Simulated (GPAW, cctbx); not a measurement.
# How far are the atoms of YTi2Pd2 from free atoms?

Question: by how much does bonding change the X-ray structure factors of YTi2Pd2, how firmly does DFT give the change, and what does a routine refinement make of it?

The start was made by putting kin elements into a known structure type; the compound need not exist, or be stable, in this form. All numbers below are calculated.

**1. Relax the structure**

The density hangs on the geometry, so cell and atoms are relaxed first, with the symmetry held. The cutoff is set higher than for the density because stress converges slowly with plane waves.

Settings: GPAW 26.7.0, PBE, 570 eV, 5×5×5 k-points, Fermi–Dirac width 0.1 eV, BFGS to 0.03 eV/Å.

```text
cell
1.0
     4.215000000    0.000000000    0.000000000
     0.000000000    4.215000000    0.000000000
    -2.107500000   -2.107500000    5.064500000
Pd Y Ti
2 1 2
Direct
0.250000000 0.750000000 0.500000000
0.750000000 0.250000000 0.500000000
0.000000000 0.000000000 0.000000000
0.373200000 0.373200000 0.746400000
0.626800000 0.626800000 0.253600000
```

```console
$ OMP_NUM_THREADS=1 mpirun -n 4 gpaw python run.py > gpaw.log
```

```text
BFGS:    0      -26.388194        2.046825
BFGS:    1      -26.547684        1.700230
BFGS:    2      -26.902726        0.503078
BFGS:    3      -26.929812        0.609219
...
BFGS:   13      -27.105534        0.302445
BFGS:   14      -27.120650        0.108212
BFGS:   15      -27.124928        0.006453
cell  4.6553 4.6553 5.7452  113.90 113.90 90.00
volume 102.043 A^3, largest force 0.004 eV/A, largest stress 0.05 GPa
```

The cell moved far, while the k-mesh and basis were chosen for the start, so the final shape may be somewhat biased.

After 15 steps the volume has changed by +13.4 % and the energy by -0.737 eV; the largest stress left is 0.05 GPa. It took 6.1 min on 4 cores of Arm Neoverse V2 (shared host), peak memory 1.3 GiB.

Relaxed structure: I4/mmm (no. 139), a = 4.6553 Å, b = 4.6553 Å, c = 9.4173 Å, α = 90.00°, β = 90.00°, γ = 90.00°.

| atom | mult. | x | y | z |
| --- | --- | --- | --- | --- |
| Pd1 | 4 | 0 | 1/2 | 1/4 |
| Y1 | 2 | 0 | 0 | 0 |
| Ti1 | 4 | 0 | 0 | 0.3623 |

**2. The all-electron density**

X-rays see the whole electron density, so the PAW density is rebuilt with its core regions. Subtracting spherical free atoms from the same code cancels the cores and leaves the deformation density Δρ, the part due to bonding.

Settings: PBE, 450 eV, 6×6×6 k-points, Fermi–Dirac width 0.1 eV; primitive cell of 5 atoms.

```console
$ OMP_NUM_THREADS=1 mpirun -n 4 gpaw python run.py > gpaw.log
```

```text
|iter:   1|       0s |  -38.729421 | +0.10 |       |
|iter:   2|       2s |  -29.784876 | -0.46 | -0.72 |
|iter:   3|       4s |  -27.865702 | -0.88 | -1.08 |
...
|iter:  14|      25s |  -26.953512c| -6.88 | -5.31c|
|iter:  15|      26s |  -26.953512c| -7.32 | -5.28c|
|iter:  16|      28s |  -26.953512c| -7.63c| -6.27c|
```

```text
gpts.py:43: UserWarning: Initial realspace grid (24,24,30) inconsistent with symmetries.
gpts.py:43: UserWarning: Initial realspace grid (24,24,30) inconsistent with symmetries.
gpts.py:43: UserWarning: Initial realspace grid (24,24,30) inconsistent with symmetries.
gpts.py:43: UserWarning: Initial realspace grid (24,24,30) inconsistent with symmetries.
gpts.py:70: UserWarning: Using symmetrized grid: (30,30,30).
gpts.py:70: UserWarning: Using symmetrized grid: (30,30,30).
gpts.py:70: UserWarning: Using symmetrized grid: (30,30,30).
gpts.py:70: UserWarning: Using symmetrized grid: (30,30,30).
grid (60, 60, 60)  electrons 175.000  moved by bonding 1.509 e
deformation density beyond 0.5 A of the nuclei: max 0.269, min -0.306 e/A^3
atom        x       y       z   Voronoi charge  moment
Pd1    0.2500  0.7500  0.5000      0.101       0.00
Pd2    0.7500  0.2500  0.5000      0.101       0.00
Y 3    0.0000  0.0000  0.0000      0.191       0.00
Ti4    0.3623  0.3623  0.7246     -0.196       0.00
Ti5    0.6377  0.6377  0.2754     -0.196       0.00
mean inner potential of superposed free atoms 20.952 V
total magnetic moment 0.000 muB
```

Deformation density in a plane through the shortest contact of the Pd atom at the origin, in 0.01 e/Å³ (clipped at ±99); x from -1.6 to 4.2 Å, y from 2.4 down to -2.4 Å:

```text
  0  -2   .   .   .   0   6   4 -19   .   . -14 -10   1   2  -1
  0  -5 -11  -2  -5  -1   4   4 -10 -22 -29 -16  -4   2   2   0
  1  -1  -1   3   4   3   4   4   1  -3  -1   3   4   3   2   1
  2   2   4   7   7   5   4   5   5   5   7   6   3   2   2   1
  2   3   2  -3  -8  -8  -1   4   4   2   2   0  -4  -2   1   2
  2   2  -8 -23   . -19 -10   5   4  -3 -10   . -11  -4   0   2
  2   1 -12   .   .   . -15   5   6   1   .   .   .  -2   0   1
  2   2  -7 -21   . -17 -10   5   4  -5 -15   .  -4  -3   0   1
  3   4   2  -7 -13 -11  -2   4   2  -3  -5  -2  -2  -2   0   0
  4   5   4   3   1   1   2   3   2   0  -1   0   0   0   0   0
 -2   4   4   3   2   2   2   2   2   1   1   2   1   1   0  -1
-15  -2   3   2   1   0  -1   0   0   1   1   2   1   1  -1  -2
-16  -9   2   2   0  -2  -3  -2  -1   0   1   1   1   0  -1  -3
```

Atoms in or within 0.15 Å of the plane: Pd (0.0, 0.0), Ti (2.6, 0.0) Å. Dots mark points within about 0.45 Å of a nucleus; large values next to them are atomic features.

Ti gains most (-0.20 e) and Y loses most (+0.19 e), which isn't the order of electronegativity: valence and coordination count too, and Voronoi cells cut space at the midplane whatever the atoms' sizes. Along the shortest contact from the Pd atom at the map's origin, Pd–Ti at 2.56 Å, Δρ is +0.07 e/Å³ at the midpoint: a modest build-up. At the midpoints of other shortest contacts it is +0.10 (Ti–Ti, 2.59 Å), +0.05 (Pd–Pd, 3.29 Å) and +0.01 (Pd–Y, 3.31 Å) e/Å³. Point values carry grid noise of about 0.01 e/Å³. The run needed 16 iterations, 37 s.

**3. From the density to structure factors**

The Fourier components of Δρ, added to those of the free atoms, give the static X-ray structure factors; the Mott–Bethe relation turns them into the Fourier components V of the potential that fast electrons feel.

```text
static structure factors of the conventional cell: F in electrons, V (Mott-Bethe) in volts
   h  k  l      d  |F| table  |F| free   |F| DFT   change   |V| free  |V| DFT  change %
   0  0  2  4.7086   113.561   113.051   112.493   -0.559     3.442    3.720      8.1
   1  0  1  4.1732    20.227    20.281    19.866   -0.415     0.252    0.414     64.5
   1  1  0  3.2918    25.087    24.736    23.711   -1.025     1.639    1.390    -15.2
   1  1  2  2.6979   204.814   204.547   203.271   -1.276     7.109    7.318      2.9
   1  0  3  2.6027   117.643   117.435   117.032   -0.403     5.439    5.500      1.1
   0  0  4  2.3543   146.729   146.707   146.275   -0.431     3.949    4.003      1.4
   2  0  0  2.3277   267.847   267.414   266.135   -1.279    10.049   10.205      1.5
   2  0  2  2.0866    91.065    90.968    89.666   -1.302     2.835    2.962      4.5
   2  1  1  2.0328    19.252    19.330    19.377    0.047     0.148    0.144     -2.9
   1  1  4  1.9150   132.624   132.447   131.090   -1.358     4.704    4.816      2.4
   1  0  5  1.7460    74.514    74.494    74.037   -0.457     2.514    2.545      1.2
   2  1  3  1.7350   100.075   100.016    99.810   -0.206     3.595    3.609      0.4
   2  0  4  1.6552   128.589   128.683   128.513   -0.169     3.061    3.072      0.3
   2  2  0  1.6459   230.425   230.406   230.015   -0.391     7.276    7.300      0.3
```

The largest X-ray change is -1.36 e on 114, 1.0 % of |F|. For electrons V goes as (Z − F)/g², so a change of F counts against Z − F, which is small at low angle and wherever the atoms' terms cancel: |V| of 101 moves by +64.5 % (0.25 to 0.41 V) against -2.0 % in |F|. The tabulated Hartree–Fock atoms differ from the free DFT atoms by up to 0.51 e, so the choice of reference atom matters too.

**4. Which functional?**

The same geometry is run with other functionals, to see whether the bonding signal is larger than the spread between approximations. Free atoms are LDA for LDA and PBE otherwise; meta-GGAs and hybrids keep PBE cores. Any other changed setting is in the row's label.

```csv
run,ΔF 114 (e),ΔF 202 (e),ΔF 200 (e),q(Ti) (e),moved (e),time
PBE,-1.358,-1.302,-1.279,-0.196,1.509,37 s
LDA,-1.360,-1.299,-1.268,-0.192,1.481,36 s
SCAN,-1.567,-1.508,-1.348,-0.154,1.697,2.5 min
```

At the base's settings ΔF(114) spans -1.567 to -1.358 e, a spread of 15 % of the PBE value; over the three listed reflections the spread is at most 16 %, so sign and size hold across the functionals. Times are from shared hosts.

**5. Refining ordinary atoms against data with bonding**

Routine crystallography fits spherical atoms. To see the bias, intensities are simulated from tabulated atoms plus the DFT change ΔF, so that bonding alone can misfit (3426 reflections of the full sphere, merged to the counts below, to 0.5 Å, 1.5 % proportional noise plus counting noise, assumed isotropic U as listed, Δρ smeared by the mean U) and refined with cctbx over different ranges.

| range | data | R1 | GooF | U Pd1 (true 0.0062) | U Y1 (true 0.0066) | U Ti1 (true 0.0081) | largest shift (Å) | Δρ max, min (e/Å³) |
| --- | --- | --- | --- | --- | --- | --- | --- | --- |
| all data | 287 | 0.0044 | 1.13 | 0.0062 | 0.0066 | 0.0081 | 0.0003 | 0.37, -0.23 |
| low resolution, d > 0.84 | 71 | 0.0043 | 1.32 | 0.0059 | 0.0063 | 0.0079 | 0.0010 | 0.26, -0.12 |
| high order, d < 0.75 | 190 | 0.0045 | 1.02 | 0.0062 | 0.0066 | 0.0081 | 0.0001 | 0.27, -0.16 |
| occupancies free, d > 0.7 | 116 | 0.0040 | 1.23 | 0.0061 | 0.0067 | 0.0082 | 0.0008 | 0.25, -0.16 |

With all data GooF is 1.13, diluted by the many high-angle data; the misfit shows at low resolution; the top residual peak lies 0.54 Å from Ti and 2.38 Å from Pd. No U is off by more than 3 s.u. at low resolution. With Pd1 held at 1 and the scale free, the other occupancies refine to Y1 1.003(0.002) and Ti1 1.002(0.002), within three s.u. of full.

**6. Answer**

Bonding moves 1.51 e in the primitive cell of YTi2Pd2 and changes the structure factors of the conventional cell in the table above by at most 1.36 e (114, 1.0 %), and among reflections above 2 % of the strongest by up to 4.1 % (110). The shortest bond, Pd–Ti, has Δρ = +0.07 e/Å³ at its midpoint. At the base's settings ΔF(114) spans -1.567 to -1.358 e, a spread of 15 % of the PBE value; over the three listed reflections the spread is at most 16 %, so sign and size hold across the functionals. With all data GooF is 1.13, diluted by the many high-angle data. Limits: static density, frozen cores, no spin–orbit coupling.

[Outputs are excerpts: Python notices, other lines and further rows are left out; steps that failed or that the build refused (PBEsol, TPSS) are not shown.]

[Logs are printed without paths, hosts, clocks, repeated set-up lines and the standing remarks that a program may print on its own settings, such as how far it seeks lower states.]
